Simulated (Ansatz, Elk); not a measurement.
# SrCu2Pb2: X-ray structure factors from the self-consistent density

The structure of SrCu2Pb2 used here is made up (a known structure type with other elements) and was relaxed beforehand with PBEsol. The aim is the Fourier transform of its all-electron density, F(hkl), set beside the sum over free spherical atoms that refinements use.

Main program and level: Elk 11.2.3 (patched build); DFT, PBE, all-electron APW+lo, Dirac cores, scalar-relativistic bands, static density, no spin.

The structure was built from a prototype and need not be the compound's stable phase.

## Step 1: Starting point

It takes space group I4/mmm (No. 139, tetragonal). The conventional cell has a = 4.578 Å, b = 4.578 Å, c = 11.289 Å, α = 90.00°, β = 90.00°, γ = 90.00°. Nearest to Pb lie 4 Cu at 2.64 Å and 1 Pb at 3.02 Å and 4 Sr at 3.57 Å. Nearest to Sr lie 8 Pb at 3.57 Å and 8 Cu at 3.63 Å. Cu has 4 Pb at 2.64 Å and 4 Cu at 3.24 Å and 4 Sr at 3.63 Å nearest. Farther neighbours are not listed.

As a file:

```cif
data_structure
_symmetry_space_group_name_H-M 'I4/mmm'
_symmetry_Int_Tables_number 139
_cell_length_a 4.5777
_cell_length_b 4.5777
_cell_length_c 11.2895
_cell_angle_alpha 90.000
_cell_angle_beta 90.000
_cell_angle_gamma 90.000
_cell_volume 236.58
loop_
_atom_site_label
_atom_site_type_symbol
_atom_site_symmetry_multiplicity
_atom_site_Wyckoff_symbol
_atom_site_fract_x
_atom_site_fract_y
_atom_site_fract_z
_atom_site_occupancy
Pb1 Pb 4 e 0.50000 0.50000 0.13396 1
Sr1 Sr 2 a 0.00000 0.00000 0.00000 1
Cu1 Cu 4 d 0.50000 0.00000 0.25000 1
```

## Step 2: Ground state and structure factors

An all-electron density is needed, since X-rays see the cores too. Task 0 finds the density and task 195 Fourier-transforms it; tshift is off so that phases refer to the origin typed.

The input, elk.in:

```
tasks
  0
  195

xctype
  20

spinpol
  .false.

rgkmax
  7.0

gmaxvr
  14.0

lmaxo
  7

lmaxapw
  8

swidth
  0.002

tshift
  .false.

ramdisk
  .false.

hmaxvr
  5.5

maxscl
  120

epspot
  1e-06

sppath
  './'

avec
  -4.32531146304 4.32531146304 10.66700535374
  4.32531146304 -4.32531146304 10.66700535374
  4.32531146304 4.32531146304 -10.66700535374

atoms
  3
  'Pb.in'
  2
  0.6339573913 0.6339573913 -0.0000000000   0.000000 0.000000 0.000000
  0.3660426087 0.3660426087 -0.0000000000   0.000000 0.000000 0.000000
  'Sr.in'
  1
  -0.0000000000 -0.0000000000 -0.0000000000   0.000000 0.000000 0.000000
  'Cu.in'
  2
  0.2500000000 0.7500000000 0.5000000000   0.000000 0.000000 0.000000
  0.7500000000 0.2500000000 0.5000000000   0.000000 0.000000 0.000000

ngridk
  7 7 7
```

On the command line:

```
$ OMP_NUM_THREADS=4 elk
```

Numbers of over 12 decimals in the logs are rounded to 6 here.

What it wrote:

```text
┌─────────────────────────┐
│ Elk code version 11.2.3 │
└─────────────────────────┘

All units are atomic (Hartree, Bohr, etc.)

┌─────────────────────────────────────────────────┐
│ Ground-state run starting from atomic densities │
└─────────────────────────────────────────────────┘

Lattice vectors :
  -4.325311463       4.325311463       10.66700535
   4.325311463      -4.325311463       10.66700535
   4.325311463       4.325311463      -10.66700535

Reciprocal lattice vectors :
  0.2538376469E-16  0.7263274981      0.2945149599
  0.7263274981      0.2538376469E-16  0.2945149599
  0.7263274981      0.7263274981      0.4562387811E-17

Unit cell volume      :    798.2469665
Brillouin zone volume :   0.3107436969

Muffin-tin inner radius fraction :   0.1000000000E-01

Nuclei treated as point charges

Species : 1 (Pb)
 parameters loaded from : Pb.in
 name : lead
 nuclear charge    :   -82.00000000
 electronic charge :    82.00000000
 atomic mass :    377702.4943
 muffin-tin radius :    2.656603239
 number of radial points in muffin-tin :   1393
 inner part over the whole radius :   0.9907790562E-02
 number on inner part of muffin-tin    :    999
 approximate nuclear radius :   0.1047603524E-03
 number of mesh points to nuclear radius :    527
 atomic positions (lattice), magnetic fields (Cartesian) :
  1 :  -0.36604261 -0.36604261  0.00000000    0.00000000  0.00000000  0.00000000
  2 :   0.36604261  0.36604261  0.00000000    0.00000000  0.00000000  0.00000000

Species : 2 (Sr)
 parameters loaded from : Sr.in
 name : strontium
 nuclear charge    :   -38.00000000
 electronic charge :    38.00000000
 atomic mass :    159721.4892
 muffin-tin radius :    2.600000000
 number of radial points in muffin-tin :   1193
 inner part over the whole radius :   0.9909106339E-02
 number on inner part of muffin-tin    :    847
 approximate nuclear radius :   0.8067967193E-04
 number of mesh points to nuclear radius :    415
 atomic positions (lattice), magnetic fields (Cartesian) :
  1 :   0.00000000  0.00000000  0.00000000    0.00000000  0.00000000  0.00000000

Species : 3 (Cu)
 parameters loaded from : Cu.in
 name : copper
 nuclear charge    :   -29.00000000
 electronic charge :    29.00000000
 atomic mass :    115837.2717
 muffin-tin radius :    2.277088490
 number of radial points in muffin-tin :    993
 inner part over the whole radius :   0.9890311259E-02
 number on inner part of muffin-tin    :    700
 approximate nuclear radius :   0.7406004541E-04
 number of mesh points to nuclear radius :    337
 atomic positions (lattice), magnetic fields (Cartesian) :
  1 :   0.25000000 -0.25000000  0.50000000    0.00000000  0.00000000  0.00000000
  2 :  -0.25000000  0.25000000  0.50000000    0.00000000  0.00000000  0.00000000

Total number of atoms per unit cell :    5
Total muffin-tin volume :    329.6082780
 ratio of muffin-tin to unit cell volume :   0.4129151651

Spin treatment :
 spin-unpolarised

Number of Bravais lattice symmetries :   16
Number of crystal symmetries         :   16
Crystal has inversion symmetry
Real symmetric eigensolver will be used

k-point grid :      7     7     7
k-point offset :    0.000000000       0.000000000       0.000000000
k-point set is reduced with full crystal symmetry group
Total number of k-points :       40

Muffin-tin radius times maximum |G+k| :    7.000000000
 using average radius
Maximum |G+k| for APW functions       :    2.807325219
Maximum (1/2)|G+k|²                   :    3.940537443
Maximum |G| for potential and density :    14.00000000
Constant for pseudocharge density :    9
 order of it for each species :   16  16  16
 order of it for pair densities of each species (exact exchange by exxq0 0: 17) :   11  11   7
Radial integration step length :    1

G-vector grid sizes :     56    56    56
Number of G-vectors :    37031

Maximum angular momentum used for
 APW functions            :    8
 outer part of muffin-tin :    7
 inner part of muffin-tin :    2

Total nuclear charge    :   -260.0000000
[...]
Density of states at Fermi energy :    65.53276909
 (states/Hartree/unit cell)

Estimated indirect band gap :   0.6117899135E-03
 from k-point 11 to k-point 9
Estimated direct band gap   :   0.1208942921E-01
 at k-point 4

Charges :
 core                        :    188.0000000
 valence                     :    72.00000000
 interstitial                :    8.592898821
 muffin-tins (core leakage)
  species : 1 (Pb)
   atom 1                    :    80.35666887     (  0.2491451583E-02)
[...]
species : 2 (Sr)
[...]
species : 3 (Cu)
[...]
total in muffin-tins        :    251.4071012
 total calculated charge     :    259.9939868
 total charge                :    260.0000000
 error                       :   0.6013176460E-02

RMS change in Kohn-Sham potential (target) :   0.3567556735     (  0.1000000000E-05)
Absolute change in total energy (target)   :   0.7029614781     (  0.1000000000E-03)

[... loops 3 to 16 left out ...]

┌──────────────────┐
│ Loop number : 17 │
└──────────────────┘

Energies :
 Fermi                       :     0.233210
 sum of occupied eigenvalues :     -29655.955230426
 electron kinetic            :      55382.577826075
 core electron kinetic       :      54706.685528236
 Coulomb                     :     -102708.48335905
 Coulomb potential           :     -83703.691433788
 nuclear-nuclear             :     -3902.3144437514
 electron-nuclear            :     -113983.29983021
 Hartree                     :      15177.130914909
 Madelung                    :     -60856.637642159
 xc potential                :     -1334.8416227128
 exchange                    :     -1006.4977610218
 correlation                 :     -14.801970837404
 electron entropic           :    -0.79158118718802E-03
 total energy                :     -48347.206056419

Density of states at Fermi energy :    63.58867944
 (states/Hartree/unit cell)

Estimated indirect band gap :   0.1030223498E-02
 from k-point 10 to k-point 2
Estimated direct band gap   :   0.1637993195E-01
 at k-point 4

Charges :
 core                        :    188.0000000
 valence                     :    72.00000000
 interstitial                :    7.692925445
 muffin-tins (core leakage)
  species : 1 (Pb)
[...]
species : 2 (Sr)
[...]
species : 3 (Cu)
[...]
total in muffin-tins        :    252.3070746
 total calculated charge     :    259.9943138
 total charge                :    260.0000000
 error                       :   0.5686207365E-02

RMS change in Kohn-Sham potential (target) :   0.1442858273E-06 (  0.1000000000E-05)
Absolute change in total energy (target)   :   0.9498461441E-04 (  0.1000000000E-03)

Convergence targets achieved

┌──────────────────┐
│ Loop number : 18 │
└──────────────────┘

Energies :
 Fermi                       :     0.233210
 sum of occupied eigenvalues :     -29655.955222438
 electron kinetic            :      55382.577838113
 core electron kinetic       :      54706.685532545
 Coulomb                     :     -102708.48336530
 Coulomb potential           :     -83703.691431222
 nuclear-nuclear             :     -3902.3144437514
 electron-nuclear            :     -113983.29984487
 Hartree                     :      15177.130923321
 Madelung                    :     -60856.637649686
 xc potential                :     -1334.8416293290
 exchange                    :     -1006.4977615569
 correlation                 :     -14.801970842323
 electron entropic           :    -0.79158121468216E-03
 total energy                :     -48347.206051165

Density of states at Fermi energy :    63.58868181
 (states/Hartree/unit cell)

Estimated indirect band gap :   0.1030224907E-02
 from k-point 10 to k-point 2
Estimated direct band gap   :   0.1637993086E-01
 at k-point 4

Charges :
 core                        :    188.0000000
 valence                     :    72.00000000
 interstitial                :    7.692925312
 muffin-tins (core leakage)
  species : 1 (Pb)
[...]
species : 2 (Sr)
   atom 1                    :    35.93958701     (  0.2820760939E-04)
  species : 3 (Cu)
   atom 1                    :    27.91587195     (  0.3136282952E-03)
   atom 2                    :    27.91587195     (  0.3136282952E-03)
 total in muffin-tins        :    252.3070747
 total calculated charge     :    259.9943138
 total charge                :    260.0000000
 error                       :   0.5686207337E-02

┌──────────────────────────────┐
│ Self-consistent loop stopped │
└──────────────────────────────┘

Warning : the lowest level lies among the core levels :   -2.343197567      -2.533190272

Warning : core states of species 1 leak from the muffin-tin :   0.2370068907E-02

Warning : core states of species 3 leak from the muffin-tin :   0.3136282952E-03

Wrote STATE.OUT
```

Wall time 51 s (4 threads of Arm Neoverse V2, shared host); peak memory 0.27 GiB; 2.5 min of CPU time.

SFACRHO.OUT:

```text

h k l indices transformed by vhmat matrix:
   1.000000000       0.000000000       0.000000000    
   0.000000000       1.000000000       0.000000000    
   0.000000000       0.000000000       1.000000000    

      h      k      l  multipl.   |H|            Re(F)            Im(F)           |F|

      0      0      0      1   0.0000000       260.00000     -0.45181593E-16   260.00000    
     -1     -1      1      2  0.58902992      -37.351218     -0.39375989E-13   37.351218    
      0     -1      0      8  0.78376699      -67.863509     -0.11077902E-13   67.863509    
      1     -1      0      4   1.0271822       128.30930     -0.16864105E-14   128.30930    
     -2     -1      1      8   1.1437671       148.28704     -0.55389510E-14   148.28704    
     -2     -2      2      2   1.1780598      -59.948934      0.72310213E-13   59.948934    
      2      0     -1      8   1.1840859       63.169009     -0.31337004E-13   63.169009    
     -1      1      1      4   1.4526550       210.01080     -0.42819416E-14   210.01080    
      1      3     -2      8   1.5629870      -145.12655      0.50450038E-13   145.12655    
      0      2      0      8   1.5675340      -30.193047      0.40144210E-13   30.193047    
     -2     -3      3      8   1.6419586       91.437756      0.66467412E-13   91.437756    
     -1      0     -1     16   1.6506051      -59.405222      -0.0000000       59.405222    
     -3     -3      3      2   1.7670898       28.210542     -0.25624992E-13   28.210542    
     -2     -1      0     16   1.8488942       129.99670      -0.0000000       129.99670    
     -1     -3      1      8   1.8703025      -55.817107      0.22963455E-13   55.817107    
     -3     -3      2      8   2.0439446       104.88719      0.92820761E-13   104.88719    
     -2      2      0      4   2.0543644       186.24918      0.32578426E-14   186.24918    
     -1      3     -1      8   2.1371405      -26.258604      0.64232772E-14   26.258604
```

Elk indexes on the primitive cell of elk.in and gives |H| = 4π sin θ/λ in inverse bohr. Below, one row stands for each form hkl of the conventional cell (m members, Friedel mates merged), F is for one primitive cell and the density is static (no thermal factor). Free-atom factors are Waasmaier and Kirfel's, and R is Σm||F|−|F'||/Σm|F|.

| hkl | m | sin θ/λ (Å⁻¹) | abs F, DFT | neutral atoms | diff. |
| --- | --- | --- | --- | --- | --- |
| 002 | 2 | 0.089 | 37.351 | 37.510 | -0.159 |
| 101 | 8 | 0.118 | 67.864 | 67.975 | -0.111 |
| 110 | 4 | 0.154 | 128.309 | 128.117 | +0.192 |
| 103 | 8 | 0.172 | 148.287 | 148.419 | -0.132 |
| 004 | 2 | 0.177 | 59.949 | 59.473 | +0.476 |
| 112 | 8 | 0.178 | 63.169 | 63.607 | -0.438 |
| 200 | 4 | 0.218 | 210.011 | 211.002 | -0.991 |
| 114 | 8 | 0.235 | 145.127 | 146.039 | -0.912 |
| 202 | 8 | 0.236 | 30.193 | 30.944 | -0.751 |
| 105 | 8 | 0.247 | 91.438 | 91.525 | -0.087 |
| 211 | 16 | 0.248 | 59.405 | 59.543 | -0.137 |
| 006 | 2 | 0.266 | 28.210 | 27.594 | +0.616 |
| 213 | 16 | 0.278 | 129.997 | 130.112 | -0.115 |
| 204 | 8 | 0.281 | 55.817 | 55.332 | +0.485 |
| 116 | 8 | 0.307 | 104.887 | 105.346 | -0.459 |
| 220 | 4 | 0.309 | 186.249 | 186.749 | -0.500 |
| 222 | 8 | 0.321 | 26.259 | 26.665 | -0.407 |
| 107 | 8 | 0.329 | 85.427 | 85.417 | +0.010 |

## Step 3: The highest occupied states alone

An energy window below the Fermi level keeps the highest occupied states, to see at which angles they scatter; shallow core shells can lie inside it and anion s states outside. No new self-consistency is needed.

elk.in, as its differences from that of step 2:

```diff
@@ -1,3 +1,2 @@
 tasks
-  0
   195
@@ -40,2 +39,5 @@
 
+wsfac
+  -0.207780 0.533210
+
 sppath
```

On the command line:

```
$ OMP_NUM_THREADS=4 elk
```

What it wrote:

```text
┌─────────────────────────────────┐
│ Elk code version 11.2.3 started │
└─────────────────────────────────┘

Info(readinput): the functional depends on the density's gradient
 muffin-tin radial points multiplied by    2.00000
 (not where nrmtscf is given)

┌────────────────────┐
│ Current task : 195 │
└────────────────────┘
Info(checkmt): changed muffin-tin radius of species 1 (Pb) from   2.8000 to   2.6566
Info(checkmt): changed muffin-tin radius of species 3 (Cu) from   2.4000 to   2.2771

Info(sfacrho): density structure factors written to SFACRHO.OUT

 Energy window :  -0.2077800000      0.5332100000

┌──────────────────┐
│ Elk code stopped │
└──────────────────┘
```

It took 15 s on 4 threads; peak memory 0.17 GiB; 20 s of CPU time.

States within 12 eV below the Fermi level hold 32.00 electrons; any levels below the window count with the cores. Their amplitudes can exceed the total, where window and core parts have opposite phase:

| hkl | sin θ/λ (Å⁻¹) | abs F, window | abs F, all |
| --- | --- | --- | --- |
| 002 | 0.089 | 19.380 | 37.351 |
| 101 | 0.118 | 2.039 | 67.864 |
| 110 | 0.154 | 14.244 | 128.309 |
| 103 | 0.172 | 0.880 | 148.287 |
| 004 | 0.177 | 13.489 | 59.949 |
| 112 | 0.178 | 14.507 | 63.169 |
| 200 | 0.218 | 12.608 | 210.011 |
| 114 | 0.235 | 11.704 | 145.127 |
| 202 | 0.236 | 11.715 | 30.193 |
| 105 | 0.247 | 0.009 | 91.438 |

## Step 4: Another functional

The difference from free atoms is small, so it is set against the change that LDA (Perdew-Wang) makes.

elk.in, as its differences from that of step 3:

```diff
@@ -1,2 +1,3 @@
 tasks
+  0
   195
@@ -4,3 +5,3 @@
 xctype
-  20
+  3
 
@@ -39,5 +40,2 @@
 
-wsfac
-  -0.207780 0.533210
-
 sppath
```

On the command line:

```
$ OMP_NUM_THREADS=4 elk
```

What it wrote:

```text
┌─────────────────────────┐
│ Elk code version 11.2.3 │
└─────────────────────────┘

All units are atomic (Hartree, Bohr, etc.)

┌─────────────────────────────────────────────────┐
│ Ground-state run starting from atomic densities │
└─────────────────────────────────────────────────┘

Lattice vectors :
  -4.325311463       4.325311463       10.66700535
   4.325311463      -4.325311463       10.66700535
   4.325311463       4.325311463      -10.66700535

Reciprocal lattice vectors :
  0.2538376469E-16  0.7263274981      0.2945149599
[...]
atom 2                    :    27.92988926     (  0.3261912758E-03)
 total in muffin-tins        :    252.3642242
 total calculated charge     :    259.9942611
 total charge                :    260.0000000
 error                       :   0.5738938489E-02

┌──────────────────────────────┐
│ Self-consistent loop stopped │
└──────────────────────────────┘

Warning : the lowest level lies among the core levels :   -2.341002388      -2.539540815

Warning : core states of species 1 leak from the muffin-tin :   0.2386714471E-02

Warning : core states of species 3 leak from the muffin-tin :   0.3261912758E-03

Wrote STATE.OUT
[key lines of the parts left out:]
total energy                :     -48315.933416609
```

Run time: 30 s. Hardware: 4 threads; peak memory 0.21 GiB.

Against the first run R = 0.02 %; the largest change is -0.052 at 220.

## Step 5: A coarser k-mesh

About half the k-points along each axis test the sampling.

elk.in, as its differences from that of step 4:

```diff
@@ -5,3 +5,3 @@
 xctype
-  3
+  20
 
@@ -63,2 +63,2 @@
 ngridk
-  7 7 7
+  4 4 4
```

On the command line:

```
$ OMP_NUM_THREADS=4 elk
```

What it wrote:

```text
┌─────────────────────────┐
│ Elk code version 11.2.3 │
└─────────────────────────┘

All units are atomic (Hartree, Bohr, etc.)

┌─────────────────────────────────────────────────┐
│ Ground-state run starting from atomic densities │
└─────────────────────────────────────────────────┘

Lattice vectors :
  -4.325311463       4.325311463       10.66700535
   4.325311463      -4.325311463       10.66700535
   4.325311463       4.325311463      -10.66700535

Reciprocal lattice vectors :
  0.2538376469E-16  0.7263274981      0.2945149599
[...]
atom 2                    :    27.91504992     (  0.3136506769E-03)
 total in muffin-tins        :    252.3029446
 total calculated charge     :    259.9943027
 total charge                :    260.0000000
 error                       :   0.5697264576E-02

┌──────────────────────────────┐
│ Self-consistent loop stopped │
└──────────────────────────────┘

Warning : the lowest level lies among the core levels :   -2.343776532      -2.533805818

Warning : core states of species 1 leak from the muffin-tin :   0.2369665305E-02

Warning : core states of species 3 leak from the muffin-tin :   0.3136506769E-03

Wrote STATE.OUT
[key lines of the parts left out:]
total energy                :     -48347.207108261
```

Wall time 32 s (4 threads); peak memory 0.27 GiB.

Against the first run R = 0.00 %; the largest change is -0.017 at 110.

## Step 6: Settings against the effect

| run | R against the first run (%) | R against neutral atoms, low angle (%) | wall time |
| --- | --- | --- | --- |
| PBE, rgkmax 7 | 0.00 | 0.37 | 51 s |
| LDA (Perdew-Wang) | 0.02 | 0.37 | 30 s |
| k-mesh 4×4×4 | 0.00 | 0.37 | 32 s |

## Step 7: Results

```
R against neutral atoms, sin θ/λ < 0.3 Å⁻¹ : 0.37 %
R against neutral atoms, 0.3 to 0.74 Å⁻¹   : 0.12 %
```

What this shows: Independent neutral atoms miss the calculated amplitudes by R = 0.37 % below 0.3 Å⁻¹ and 0.12 % from there to 0.74 Å⁻¹; by shells, 0.20 % below 0.15 Å⁻¹ (2 forms), 0.38 % 0.15 to 0.3 (12 forms), 0.15 % 0.3 to 0.45 (25 forms), 0.11 % above 0.45 (110 forms). Bonding, aspherical density and the tables' own atoms all enter these figures, and the runs don't part them. The largest change of an amplitude is -0.99 electrons, at 200. The window's part falls from 32.0 electrons at the origin to at most 4.84 between 0.45 and 0.74 Å⁻¹, where compact states inside the window still scatter. Below 0.3 Å⁻¹ the changes that finished (LDA (Perdew-Wang) and k-mesh 4×4×4) move F by R = 0.01 % at most, against the 0.37 % that separates it from free atoms. The basis has no finished test. These runs have no spin, though d or f shells may be open. Spin-orbit coupling is left out, which can matter for elements this heavy. Part of the difference isn't bonding: the tables are fits to free atoms and ions calculated by other methods than this functional. Thermal motion, anomalous dispersion and extinction are left out.

[Logs are printed without paths, hosts, clocks, repeated set-up lines and the standing remarks that a program may print on its own settings, such as how far it seeks lower states.]

[Hosts, paths, dates, database ids (printed as entryN), source tags and the programs' standing remarks are cut or masked in the printed files.]
